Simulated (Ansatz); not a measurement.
# Simulated XPS, UPS and emission spectra of Na3AsBr6, part 3 of 3

Aim: the valence spectrum of Na3AsBr6 from He I to hard X-rays, and which orbitals make each feature.

Ansatz 0.2.0; DFT, PBE, plane-wave PAW, default files, scalar-relativistic (the session's first sound run).

So far. Step 2 (The base run): At this level the gap is 2.48 eV on the path. Step 4 (With LDA): At this level the gap is 2.38 eV on the path.

**5. With RPBE**

This step: DFT, RPBE, plane-wave PAW, default files, scalar-relativistic (Ansatz 0.2.0).

The run is repeated with RPBE on the same cell, to see how much the levels hang on the functional.

input.yaml

```yaml
crystal:
  lattice:
    - [0.0, 5.50764, 5.50764]
    - [5.50764, 0.0, 5.50764]
    - [5.50764, 5.50764, 0.0]
  atoms:
    - { symbol: Br, position: [0.759626, 0.759626, 0.240374] }
    - { symbol: Br, position: [0.759626, 0.240374, 0.759626] }
    - { symbol: Br, position: [0.240374, 0.759626, 0.240374] }
    - { symbol: Br, position: [0.240374, 0.759626, 0.759626] }
    - { symbol: Br, position: [0.240374, 0.240374, 0.759626] }
    - { symbol: Br, position: [0.759626, 0.240374, 0.240374] }
    - { symbol: As, position: [0.0, 0.0, 0.0] }
    - { symbol: Na, position: [0.5, 0.5, 0.5] }
    - { symbol: Na, position: [0.25, 0.25, 0.25] }
    - { symbol: Na, position: [0.75, 0.75, 0.75] }
kpoints:
  mp_grid: { grid: [4, 4, 4] }
  band_path:
    path:
      - [[0.0, 0.0, 0.0], [0.5, 0.0, 0.5], [0.625, 0.25, 0.625]]
      - [[0.375, 0.375, 0.75], [0.0, 0.0, 0.0], [0.5, 0.5, 0.5], [0.5, 0.25, 0.75], [0.5, 0.0, 0.5]]
    npoints: 15
scf:
  occupations: { method: fermi_dirac, width: 0.02 }
  n_extra_bands: 24
hamiltonian:
  xc: rpbe
  pseudopotentials: { kind: paw }
output:
  forces: true
  stress: true
  dos:
    projected: true
    de: 0.05
    e_range: [-30, 12]
    nscf_kmesh: { grid: [6, 6, 6] }
  fatbands: true
```

On the command line:

```console
$ ansatz run input.yaml --threads 2 --pin off --max-ram 4096MiB --backend cpu --events-out ev --progress --plain --runs-dir out
```

Numbers of over 12 decimals in the logs are rounded to 6 here.

What it wrote:

```text
[...]
Crystal: 10 atoms, lattice volume = 334.139 Å³
Basis set: ecut = 420 eV, 6423 PW (Γ), exchange–correlation on 108×108×108 points (8 copies of the dense FFT grid, shifted against one another)
Bands: 66, of which v1, the nominal top of the filled ones, is band 42 counted from 1 (41 counted from 0)
Symmetry: 48 space group operations
[...]
k-points: 8 of 64
[...]
SCF iter   1: F=—  HF=-26075.901425 eV  |F-HF|=—  |Δ(HF+E_count)|=         —  Δρ=2.03e-3  dr2=1.68e-2  ethr=1.77e-3  ⟨swp⟩=7.9  Hψ=2561  notcnv=0  defer=58
[...]
SCF iter   7: F=-26075.901502 eV  HF=-26075.901502 eV  |F-HF|=7.91e-8  |Δ(HF+E_count)|=   4.36e-7  Δρ=2.76e-6  dr2=3.32e-8  ethr=1.19e-10  ⟨swp⟩=15.2  Hψ=3309  notcnv=0
SCF 1 converged in 7 iterations: F = -26075.901502 eV  dr2 = 3.32e-8
[...]
SCF converged after 7 iterations
Free energy (F): -26075.901502 eV
[...]
Internal energy: -26075.901502 eV  (E = F + TS)
E sigma→0 (E₀):  -26075.901502 eV
Fermi energy:    2.780754 eV
[...]
--- Forces (eV/Å), atoms counted from 1 ---
  atom   1  Br    -0.00000000    -0.00000000    -0.02139273
  atom   2  Br    -0.00000000    -0.02139273    -0.00000000
  atom   3  Br     0.00000000     0.02139273     0.00000000
  atom   4  Br    -0.02139273     0.00000000    -0.00000000
  atom   5  Br     0.00000000     0.00000000     0.02139273
  atom   6  Br     0.02139273    -0.00000000     0.00000000
  atom   7  As     0.00000000    -0.00000000     0.00000000
  atom   8  Na     0.00000000    -0.00000000     0.00000000
  atom   9  Na    -0.00000000    -0.00000000     0.00000000
  atom  10  Na    -0.00000000     0.00000000    -0.00000000
  max |Σ_I F_I| component: 2.21e-17 eV/Å
--- Stress (GPa, compression-positive) ---
        1.000625       0.000000       0.000000
       -0.000000       1.000625       0.000000
        0.000000       0.000000       1.000625
  P = ⅓ Tr σ = 1.0006 GPa (10.006 kbar)
--- Band table (eV; the first three rows and the last of 8) ---
  k-point 0: bands = [... 38 lower, 0.7385, 1.3362, 1.3362, 1.3362, 4.6399, 4.6399, 4.6399, 4.6982, ... 20 higher]
  k-point 1: bands = [... 38 lower, 1.0064, 1.1850, 1.1850, 1.2372, 4.3502, 4.9621, 4.9621, 5.1441, ... 20 higher]
  k-point 2: bands = [... 38 lower, 1.0353, 1.0353, 1.0747, 1.2893, 4.0478, 5.2714, 5.2714, 5.8685, ... 20 higher]
  k-point 7: bands = [... 38 lower, 0.6063, 1.0530, 1.0530, 1.5006, 4.8588, 5.0387, 5.0387, 6.3619, ... 20 higher]
```

Run time: 73 s. Hardware: 2 threads of Arm Neoverse V1, shared host; peak memory 1.2 GiB; 2.4 min of CPU time.

This step gave:

- free energy: -26075.9015 eV
- Fermi energy: 2.781 eV
- pressure: 1.001 GPa
- gap on the k-mesh: 2.547 eV
- share of occupied states in no projected shell: 0.0034 of the occupied states in the window
- gap on the path: 2.547 eV
- least direct gap on the path: 2.759 eV

Electronic bands along the path, in eV, zero at the valence-band maximum; v1 is the highest filled band, c1 the lowest empty one:

```csv
point,v4,v3,v2,v1,c1,c2,c3,c4
Γ,-0.76,-0.16,-0.16,-0.16,3.14,3.14,3.14,3.20
0.47 of the way,-0.43,-0.43,-0.39,-0.17,3.28,3.28,3.32,3.72
X,-0.76,-0.76,-0.17,-0.01,3.44,3.44,3.60,4.83
0.47 of the way,-0.81,-0.75,-0.20,-0.01,3.38,3.50,3.60,4.83
U,-0.70,-0.65,-0.30,-0.02,3.21,3.57,3.64,4.81
jump to K,-0.70,-0.65,-0.30,-0.02,3.21,3.57,3.64,4.81
0.53 of the way,-0.39,-0.38,-0.38,-0.27,2.96,3.31,3.61,3.77
Γ,-0.76,-0.16,-0.16,-0.16,3.14,3.14,3.14,3.20
0.53 of the way,-0.47,-0.33,-0.33,-0.28,2.82,3.49,3.49,3.70
L,-0.47,-0.47,-0.43,-0.21,2.55,3.77,3.77,4.37
0.53 of the way,-0.71,-0.45,-0.44,-0.08,2.93,3.64,3.71,4.61
W,-0.89,-0.45,-0.45,0.00,3.36,3.54,3.54,4.86
0.47 of the way,-0.81,-0.69,-0.26,-0.01,3.40,3.48,3.58,4.84
X,-0.76,-0.76,-0.17,-0.01,3.44,3.44,3.60,4.83
```

Of the projections kept (Br s, Br p, As s, As p, Na s, not projected), the largest for each band there; the rest of the weight can lie on other orbitals:

```csv
point,v4,v3,v2,v1,c1,c2,c3,c4
Γ,Br p 0.97,Br p 1.00,Br p 1.00,Br p 1.00,As p 0.56,As p 0.56,As p 0.56,Na s 0.87
X,Br p 0.99,Br p 0.99,Br p 1.00,Br p 0.83,As p 0.55,As p 0.55,As p 0.53,Na s 0.75
U,Br p 0.99,Br p 1.00,Br p 1.00,Br p 0.83,As p 0.53,As p 0.54,As p 0.54,Na s 0.84
K,Br p 0.99,Br p 1.00,Br p 1.00,Br p 0.83,As p 0.53,As p 0.54,As p 0.54,Na s 0.84
Γ,Br p 0.97,Br p 1.00,Br p 1.00,Br p 1.00,As p 0.56,As p 0.56,As p 0.56,Na s 0.87
L,Br p 1.00,Br p 1.00,Br p 1.00,Br p 0.82,As p 0.53,As p 0.54,As p 0.54,Na s 0.85
```

The DOS has structure finer than the step of the table below, so its rows give means over 1 eV, whole bins alone (the curve runs from -25.3 to 10.2 eV). Peaks (eV: height): total -23.8: 120, -22.3: 60, -13.2: 41.0, -13.0: 29.7; Br 4p -3.5: 11.5, -1.9: 15.0, -1.1: 17.0, -0.7: 28.3; As 4p -13.2: 2.84, -3.4: 6.05, 3.7: 6.54; As 4s -14.0: 2.37, -9.4: 12.4; Br 4s -14.0: 10.2, -13.2: 37.8, -13.0: 29.5.

* holds the states left over by the projection beside any projected weight of its own. DOS against E, zero at the valence-band maximum; means over each step; 7 of 8 lines; values in states/eV/cell:

```csv
E (eV),total,Br 4p,As 4p,As 4s,Br 4s,Na 3s,Na 3p*
-24,12.0,7.4e-4,6.6e-5,0,0,5.4e-4,0
-23,0,0,0,0,0,0,0
-22,6.00,0.00807,1.1e-4,2.0e-5,0.00275,4.0e-4,0
-21,0,0,0,0,0,0,0
-20,0,0,0,0,0,0,0
-19,0,0,0,0,0,0,0
-18,0,0,0,0,0,0,0
-17,0,0,0,0,0,0,0
-16,0,0,0,0,0,0,0
-15,0,0,0,0,0,0,0
-14,2.00,0.0562,8.6e-6,0.350,1.50,0.0874,3.5e-4
-13,10.00,0.0140,0.407,0.00204,9.35,0.218,0.00268
-12,0,0,0,0,0,0,0
-11,0,0,0,0,0,0,0
-10,0.434,0.0646,3.7e-5,0.281,0.0846,0.00338,0.00136
-9,1.57,0.230,1.2e-4,1.01,0.311,0.00941,0.00504
-8,0,0,0,0,0,0,0
-7,0,0,0,0,0,0,0
-6,0,0,0,0,0,0,0
-5,0,0,0,0,0,0,0
-4,4.01,2.57,1.26,7.7e-4,0.0972,0.0640,0.0200
-3,1.99,1.25,0.664,1.6e-4,0.0659,0.00114,0.0113
-2,8.36,7.92,0.0225,0.00844,0.0341,0.310,0.0654
-1,16.3,16.0,0.0552,0.0446,0.0284,0.111,0.107
0,5.30,4.96,0.00974,0.281,0.00387,0.0213,0.0275
1,0,0,0,0,0,0,0
2,6.1e-4,1.1e-4,3.2e-4,0,5.3e-5,9.6e-5,2.4e-5
3,3.25,0.965,1.70,0.00196,0.177,0.234,0.169
4,4.69,1.16,1.53,0.00163,0.169,1.58,0.247
5,2.06,0.208,0.0103,1.3e-4,0.0462,1.68,0.120
6,1.79,0.0343,0.00639,4.8e-4,0.0186,0.214,1.52
7,7.34,0.0607,0.0206,3.2e-4,0.0161,0.251,7.00
8,8.02,0.145,0.0525,0.00381,0.0458,0.561,7.21
9,9.07,0.151,0.0791,0.00431,0.0269,0.422,8.39
```

Maxima picked by a test of local sharpness, so broad peaks and shoulders can be missing; peaks within 0.45 eV of a curve's cut are left out. Valence peaks, by row:

```csv
photon energy (eV),binding energy (eV),height (% of the maximum within 13 eV),main shell,its share (%)
21.2,3.514,33.78,Br 4p,83.3
21.2,1.914,56.76,Br 4p,99.64
21.2,1.114,72.05,Br 4p,99.81
21.2,0.7643,100,Br 4p,99.8
40.8,23.86,113.4,Na 2p,99.97
40.8,22.36,72.57,Na 2p,99.91
40.8,13.21,13.03,Br 4s,85.31
40.8,9.414,5.504,As 4s,49.71
40.8,3.514,35.55,Br 4p,78.83
40.8,1.914,57.33,Br 4p,98.24
40.8,1.114,72.25,Br 4p,99.13
40.8,0.7643,100,Br 4p,99.38
60,23.86,727.9,Na 2p,99.98
60,22.36,465.9,Na 2p,99.96
60,13.21,65.53,Br 4s,90.64
60,9.414,17.88,As 4s,55.67
60,3.514,39.23,Br 4p,70.52
60,1.914,58.56,Br 4p,94.93
60,1.114,72.8,Br 4p,97.1
60,0.7643,100,Br 4p,98.1
1487,23.86,15.91,Na 2p,99.3
1487,22.36,10.28,Na 2p,98.34
1487,13.21,54.59,Br 4s,97.01
1487,9.414,12.41,As 4s,57.04
1487,3.514,38.38,Br 4p,72.96
1487,1.914,57.23,Br 4p,98.31
1487,1.114,72.3,Br 4p,98.97
1487,0.7643,100,Br 4p,99.28
5950,13.21,117.8,Br 4s,98.42
5950,9.414,24.54,As 4s,60.86
5950,3.514,39.85,Br 4p,69.99
5950,1.914,57.57,Br 4p,97.33
5950,1.114,72.55,Br 4p,98.22
5950,0.7643,100,Br 4p,98.88
```

Spectra as before, but with a recipe of its own (widths, and in some runs the light), which changes peak heights and what is resolved: Gaussian 0.15 eV, Lorentzian 0.1 eV plus 0.05 times the binding energy, unpolarised light, analyser at 54.7°, Fermi edge at 300 K; some photon energies differ too.

The two runs compared:

```csv
quantity,this run,base run,difference
gap on the path (eV),2.5472,2.48,0.0672
least direct gap on the path (eV),2.7585,2.699,0.0595
gap on the k-mesh (eV),2.5472,2.4800,0.0671
```

One result that differs is the gap on the path, 2.55 eV against 2.48 eV.

At this level the gap is 2.55 eV on the path.

**6. What came out**

```json
{
 "least gap on the mesh and the path": "2.48 eV",
 "strongest listed peak within 13 eV of the zero, at 1486.7 eV": "0.7 eV binding, mostly Br 4p",
 "strongest listed peak within 13 eV of the zero, at 21.2 eV": "0.7 eV binding, mostly Br 4p",
 "PBE (75 s on 2 threads)": "gap 2.48 eV, highest Al Kα peak within 13 eV at 0.7 eV (Br 4p)",
 "LDA (72 s on 2 threads)": "gap 2.38 eV, highest Al Kα peak within 13 eV at 0.7 eV (Br 4p)",
 "RPBE (73 s on 2 threads)": "gap 2.55 eV, highest Al Kα peak within 13 eV at 0.8 eV (Br 4p)"
}
```

Na3AsBr6 is an insulator or semiconductor at the base level (gap 2.48 eV), and its valence spectrum changes with photon energy as the shells' cross sections do. At 1486.7 eV the valence spectrum has its highest listed peaks within 13 eV at 0.7 eV (Br 4p), 1.1 eV (Br 4p), 1.9 eV (Br 4p) and 3.5 eV (Br 4p). The shell named is the one with most of the intensity, cross sections included, not always the one with most states there. In the main run, from 1486.7 eV towards hard X-rays the Br 4s share grows by 21 points, as its cross section falls more slowly with photon energy than those of the shells it gains on. With LDA, the gap on the path moves from 2.48 to 2.38 eV. With RPBE, the gap on the path moves from 2.48 to 2.55 eV. At 21.2 eV the area is led by Br 4p (98 %), at 5950 eV by Br 4s (48 %), a shell that the model's window at 21.2 eV leaves out. Kohn–Sham levels aren't quasiparticle energies, so peak positions are approximate. Each run has its own recipe for the spectra (widths, photon energies, in some runs the light), so peak heights and places can differ between runs for that reason too. The structure comes from a computed Materials Project entry, not from a measurement. Semilocal Kohn–Sham gaps are too small as a rule.

[Logs are printed without paths, hosts, clocks, repeated set-up lines and the standing remarks that a program may print on its own settings, such as how far it seeks lower states.]

[Hosts, paths, dates, database ids (printed as entryN), source tags and the programs' standing remarks are cut or masked in the printed files.]

[Maps of the electrostatic potential energy from Ansatz leave out the sawtooth potential of an applied field or a dipole correction, so their vacuum need not be flat; work functions include it.]

[Peak lists hold at most the 14 tallest peaks of each spectrum; further lines can be left out.]
